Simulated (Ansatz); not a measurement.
# How Pd(110) screens a field, part 2 of 2

Where does the screening charge of Pd(110) sit?

Ansatz 0.2.0; plane-wave DFT, PBE, Ansatz PAW.

So far. Step 8 (Single point, field -0.2 V/Å): The dipole is -0.131 e·Å.

## Step 9: Atoms held, field 0.4 V/Å

Contents of input.yaml:

```yaml
crystal:
  lattice:
    - [3.89, 0.0, 0.0]
    - [0.0, 2.7506453788, 0.0]
    - [0.0, 0.0, 26.2519361364]
  atoms:
    - { symbol: Pd, position: [0.0, 0.0, 0.3428318564] }
    - { symbol: Pd, position: [0.5, 0.5, 0.3952212376] }
    - { symbol: Pd, position: [0.0, 0.0, 0.4476106188] }
    - { symbol: Pd, position: [0.5, 0.5, 0.5] }
    - { symbol: Pd, position: [0.0, 0.0, 0.5523893812] }
    - { symbol: Pd, position: [0.5, 0.5, 0.6047787624] }
    - { symbol: Pd, position: [0.0, 0.0, 0.6571681436] }
kpoints:
  mp_grid: { grid: [14, 18, 1] }
hamiltonian:
  xc: pbe
scf:
  occupations: { method: fermi_dirac, width: 0.1 }
  convergence: { dr2_threshold: 1.0e-10 }
efield:
  axis: 3
  dipole_correction: true
  ramp_position: 0.97
  ramp_width: 0.06
  amplitude: 0.4
output:
  forces: true
  write_potential: true
  write_density: true
  volumetric_format: npy
  elf: true
```

On the command line:

```sh
> ansatz run input.yaml --threads 4 --pin off --max-ram 6144MiB --backend cpu --events-out ev --progress --plain --runs-dir out
```

Standard output:

```text
[...]
Crystal: 7 atoms, lattice volume = 280.896 Å³
Basis set: ecut = 420 eV, 5495 PW (Γ), exchange–correlation on 54×40×360 points (8 copies of the dense FFT grid, shifted against one another)
Bands: 76, of which v1, the nominal top of the filled ones, is band 63 counted from 1 (62 counted from 0)
Symmetry: 4 space group operations
k-points: 80 of 252
[...]
k-point 0: bands = [... 59 lower, 3.7765, 3.8111, 3.8354, 4.0813, 4.0917, 4.2637, 4.4525, 4.8617, ... 9 higher]
  k-point 1: bands = [... 59 lower, 3.6832, 3.8908, 3.9072, 3.9652, 4.0278, 4.3427, 4.3605, 4.9087, ... 9 higher]
  k-point 2: bands = [... 59 lower, 3.5453, 3.8574, 3.8885, 3.9220, 3.9906, 4.2179, 4.4446, 5.0430, ... 9 higher]
  k-point 79: bands = [... 59 lower, 4.1980, 4.2701, 4.3539, 4.3812, 6.1353, 6.2697, 8.0715, 8.3478, ... 9 higher]
[key lines of the parts left out:]
SCF converged after 17 iterations
Free energy (F): -48808.023526 eV
Fermi energy:    4.212860 eV
Dipole field:    D = 0.168916 V/Å  (p = 0.262213 e·Å, saw-weighted, corrected)
```

It took 2.6 min on 4 threads of Arm Neoverse N1, shared host; peak memory 1.4 GiB.

Running mean over 1.375 Å of the planar mean, with the applied field; the ramp of the sawtooth is left out. The electron's electrostatic potential energy less the Fermi level by z:

z (Å), electron's electrostatic potential energy less the Fermi level (eV) and a bar from the least value:
```
      3.5       3.22 #######################
      4.0       3.42 ########################
      4.5       3.62 ########################
      5.0       3.82 #########################
      5.5       4.01 #########################
      6.0       4.20 #########################
      6.5       4.33 ##########################
      7.0       4.32 ##########################
      7.5       3.70 ########################
      8.0       0.95 ###################
      8.5      -3.81 ##########
      9.0      -7.21 ###
      9.5      -8.20 #
     10.0      -8.42 #
     10.5      -8.56 
     11.0      -8.63 
     11.5      -8.66 
     12.0      -8.67 
     12.5      -8.67 
     13.0      -8.67 
     13.5      -8.67 
     14.0      -8.67 
     14.5      -8.67 
     15.0      -8.65 
     15.5      -8.60 
     16.0      -8.49 
     16.5      -8.33 #
     17.0      -7.90 ##
     17.5      -5.88 #####
     18.0      -1.35 ##############
     18.5       2.84 #######################
     19.0       4.56 ##########################
     19.5       5.08 ###########################
     20.0       5.36 ############################
     20.5       5.58 ############################
     21.0       5.79 ############################
     21.5       5.99 #############################
     22.0       6.19 #############################
     22.5       6.39 ##############################
     23.0       6.59 ##############################
```

The dipole is 0.262 e·Å.

## Step 10: The response

This step: plane-wave DFT, PBE, Ansatz PAW; screening of a field by a metal slab (Ansatz 0.2.0).

The dipoles give the slope, and the difference of two potentials shows where the field is screened.

Numbers from this step:

| Property | Result |
| --- | --- |
| equivalent conductor thickness p/(ε₀AE) | 11.08 Å |
| distance between the outer atoms | 8.252 Å |
| inner field over outer field | -0.006702 |
| image plane, upper face | 1.338 Å |
| induced electrons on the upper face over ε₀E | -1.014 |
| image plane, lower face | 1.338 Å |
| induced electrons on the lower face over ε₀E | 1.014 |

Table of dipole of the cell by applied field:

```tsv
applied field (V/Å)	dipole of the cell (e·Å)
-0.200	-0.131
-0.100	-0.0655
-0.050	-0.0327
0.000	0
0.050	0.0327
0.100	0.0655
0.200	0.131
0.400	0.262
```

Local field over the applied field, running mean. From the potentials at -0.05 and 0.05 V/Å; running mean over 1.375 Å. Table of local field over applied field by z:

```tsv
z (Å)	local field over applied field
4.5	0.998
5.0	0.995
5.5	0.987
6.0	0.966
6.5	0.915
7.0	0.805
7.5	0.596
8.0	0.319
8.5	0.0974
9.0	-0.00289
9.5	-0.0103
10.0	-8.8e-4
10.5	0.00520
11.0	0.00667
11.5	0.00656
12.0	0.00436
12.5	-0.00311
13.0	-0.00879
13.5	-0.00641
14.0	9.5e-4
14.5	0.00617
15.0	0.00663
15.5	0.00609
16.0	0.00306
16.5	-0.00651
17.0	-0.0113
17.5	0.0285
18.0	0.196
18.5	0.457
19.0	0.713
19.5	0.870
20.0	0.946
20.5	0.978
21.0	0.992
21.5	0.997
22.0	0.999
```

The induced electron density oscillates, so the rows of the table below give means over 0.5 Å (shorter at the two ends). Its distinct maxima (Å: e/Å³ per V/Å): 8.02: 0.00422. Distinct minima: 18.23: -0.00422.

Electrons, planar mean, per unit field. Table of induced electron density by z; means over each step:

```tsv
z (Å)	induced electron density (e/Å³ per V/Å)
4.5	1.6e-5
5.0	4.3e-5
5.5	1.2e-4
6.0	2.9e-4
6.5	6.9e-4
7.0	0.00154
7.5	0.00299
8.0	0.00396
8.5	0.00144
9.0	2.3e-4
9.5	-2.2e-4
10.0	-1.4e-4
10.5	2.5e-5
11.0	-5.2e-7
11.5	-3.9e-5
12.0	4.7e-5
12.5	1.6e-4
13.0	3.4e-5
13.5	-1.0e-4
14.0	-9.7e-5
14.5	-5.3e-5
15.0	6.0e-5
15.5	-4.1e-5
16.0	5.7e-5
16.5	1.8e-4
17.0	4.6e-5
17.5	-3.9e-4
18.0	-0.00313
18.5	-0.00372
19.0	-0.00223
19.5	-0.00104
20.0	-4.5e-4
20.5	-1.8e-4
21.0	-7.1e-5
21.5	-2.6e-5
22.0	-1.0e-5
```

By hand: between -0.05 and 0.05 V/Å the dipole changes by 0.06550 e·Å, a slope of 0.6550 e·Å²/V. A perfect conductor of thickness t has p = ε₀AEt, so t = 180.95 × 0.6550 / 10.700 = 11.08 Å (e/ε₀ = 180.95 V·Å, A in Å²). Less the 8.25 Å between the outer atoms, and halved, that puts each image plane 1.41 Å out.

The induced dipole is that of a conductor 11.08 Å thick.

## Step 11: The same run with other settings: efield.amplitude = 0.2

This step: plane-wave DFT, PBE, Ansatz PAW (Ansatz 0.2.0).

A run with a changed input: it repeats the earlier run at 0.05 V/Å with efield.amplitude from 0.05 to 0.2.

Changes to input.yaml since step 9:

```diff
@@ -25,3 +25,3 @@
   ramp_width: 0.06
-  amplitude: 0.4
+  amplitude: 0.2
 output:
@@ -31,2 +31 @@
   volumetric_format: npy
-  elf: true
```

Standard output:

```text
[...]
Crystal: 7 atoms, lattice volume = 280.896 Å³
Basis set: ecut = 420 eV, 5495 PW (Γ), exchange–correlation on 54×40×360 points (8 copies of the dense FFT grid, shifted against one another)
Bands: 76, of which v1, the nominal top of the filled ones, is band 63 counted from 1 (62 counted from 0)
Symmetry: 4 space group operations
k-points: 80 of 252
[...]
SCF iter   1: F=—  HF=-48814.534018 eV  |F-HF|=—  |Δ(HF+E_count)|=         —  Δρ=9.73e-2  dr2=3.69e1  ethr=3.10e-3  p=0.122 e·Å  D=7.88e-2 V/Å  ΔV_dip=-2.07 eV  dr2_dipole=5.11e-2  V_vac-E_F(+/−)=3.89/1.16 eV  ⟨swp⟩=6.8  Hψ=23574  notcnv=0  defer=55
[...]
SCF iter  17: F=-48807.984207 eV  HF=-48807.984207 eV  |F-HF|=4.37e-11  |Δ(HF+E_count)|=   1.38e-9  Δρ=8.05e-8  dr2=3.19e-11  ethr=1.00e-12  p=0.131 e·Å  D=8.44e-2 V/Å  ΔV_dip=-2.22 eV  dr2_dipole=1.60e-15  V_vac-E_F(+/−)=6.07/3.48 eV  ⟨swp⟩=19.1  Hψ=38164  notcnv=0
SCF 1 converged in 17 iterations: F = -48807.984207 eV  dr2 = 3.19e-11
[...]
SCF converged after 17 iterations
Free energy (F): -48807.984207 eV
[...]
Internal energy: -48807.506807 eV  (E = F + TS)
E sigma→0 (E₀):  -48807.745507 eV
Entropy (-TS):   -0.477400 eV (-68.200 meV/atom)
Fermi energy:    4.221141 eV
Dipole field:    D = 0.084402 V/Å  (p = 0.131020 e·Å, saw-weighted, corrected)
Work function:   not extracted (applied field tilts the vacuum); planar V_es + V_field profile in the machine report
[...]
--- Forces (eV/Å), atoms counted from 1 ---
  atom   1  Pd     0.00000000     0.00000000     0.08047954
  atom   2  Pd     0.00000000     0.00000000    -0.56608582
  atom   3  Pd     0.00000000     0.00000000    -0.06757885
  atom   4  Pd     0.00000000     0.00000000    -0.00197487
  atom   5  Pd     0.00000000     0.00000000     0.08100709
  atom   6  Pd     0.00000000     0.00000000     0.55980776
  atom   7  Pd     0.00000000     0.00000000    -0.08565458
  max |Σ_I F_I| component: 2.71e-7 eV/Å
--- Band table (eV; the first three rows and the last of 80) ---
  k-point 0: bands = [... 59 lower, 3.7848, 3.8194, 3.8455, 4.0895, 4.0999, 4.2720, 4.4608, 4.8727, ... 9 higher]
  k-point 1: bands = [... 59 lower, 3.6917, 3.8991, 3.9169, 3.9734, 4.0361, 4.3510, 4.3688, 4.9198, ... 9 higher]
  k-point 2: bands = [... 59 lower, 3.5536, 3.8656, 3.8968, 3.9303, 4.0000, 4.2261, 4.4529, 5.0544, ... 9 higher]
  k-point 79: bands = [... 59 lower, 4.2063, 4.2784, 4.3623, 4.3893, 6.1433, 6.2777, 8.0794, 8.3558, ... 9 higher]
```

It took 2.4 min on 4 threads; peak memory 1.4 GiB.

This step gave:

```
energy at zero smearing : -48807.7455 eV
dipole along the normal : 0.1310 e·Å
```

Force by atom:

```tsv
atom	x (eV/Å)	y (eV/Å)	z (eV/Å)	size
Pd1	0.000	0.000	0.080	0.080
Pd2	0.000	0.000	-0.566	0.566
Pd3	0.000	0.000	-0.068	0.068
Pd4	0.000	0.000	-0.002	0.002
Pd5	0.000	0.000	0.081	0.081
Pd6	0.000	0.000	0.560	0.560
Pd7	0.000	0.000	-0.086	0.086
```

```tsv
quantity	this run	earlier run	difference
dipole along the normal (e·Å)	0.1310	0.03275	0.098
```

The applied field differs, and the slope found earlier predicts a dipole of 0.131 e·Å; this run gives 0.131 e·Å, in line with it.

## Step 12: A changed input

This step: plane-wave DFT, PBE, Ansatz PAW, but for the change named below (Ansatz 0.2.0).

An input spoilt on purpose, to show how the run answers: it repeats the earlier run at 0.05 V/Å with hamiltonian.hubbard to sites: [species: Pd, l: f, u_eff: 4.0], and scf.max_iter set to 75.

Changes to input.yaml since step 11:

```diff
@@ -17,2 +17,3 @@
   xc: pbe
+  hubbard: { sites: [{ species: Pd, l: f, u_eff: 4.0 }] }
 scf:
@@ -20,2 +21,3 @@
   convergence: { dr2_threshold: 1.0e-10 }
+  max_iter: 75
 efield:
@@ -25,3 +27,3 @@
   ramp_width: 0.06
-  amplitude: 0.2
+  amplitude: 0.05
 output:
```

Standard output:

```text
Error: inconsistent input (hamiltonian.hubbard.sites[].l, hamiltonian.hubbard.sites[].shell): the file of Pd doesn't list 4f, and it can't be added: PBE doesn't bind the shell 4f of the free atom, whose level lies at +1.11 eV. Type an atom or ion with it (hamiltonian.pseudopotentials.projection_atoms), take another file or name another shell
```

Elapsed: 0.18 s, on 4 threads; peak memory 0.073 GiB.

The program refused the input before any cycle.

The program's message: “Error: inconsistent input (hamiltonian.hubbard.sites[].l, hamiltonian.hubbard.sites[].shell): the file of Pd doesn't list 4f, and it can't be added: PBE doesn't bind the shell 4f of the free atom, who …”

The fault put into the input: a U on a shell that isn't there.

## Step 13: Outcome

```
work function                                : 4.84 eV
image plane, upper face                      : 1.34 Å
induced electrons on the upper face over ε₀E : -1.01
equivalent conductor thickness p/(ε₀AE)      : 11.1 Å
inner field over outer field                 : -0.00670
```

The induced charge has its centre 1.34 Å outside the outermost atoms; this is the plane from which a capacitor's gap or an image potential counts. The equivalent conductor thickness exceeds the distance between the outer atoms by 2.82 Å, about the sum of the two image-plane distances. In the middle of the slab the field is screened to under 2 % of its outer value. The atoms are held at bulk positions with the tabulated experimental lattice constant.

[Long decimals in the printed logs are rounded to 6 places.]

[Logs are printed without paths, hosts, clocks, repeated set-up lines and the standing remarks that a program may print on its own settings, such as how far it seeks lower states.]

[Hosts, paths, dates, database ids (printed as entryN), source tags and the programs' standing remarks are cut or masked in the printed files.]

[Maps of the electrostatic potential energy from Ansatz leave out the sawtooth potential of an applied field or a dipole correction, so their vacuum need not be flat; planar profiles and work functions include it.]
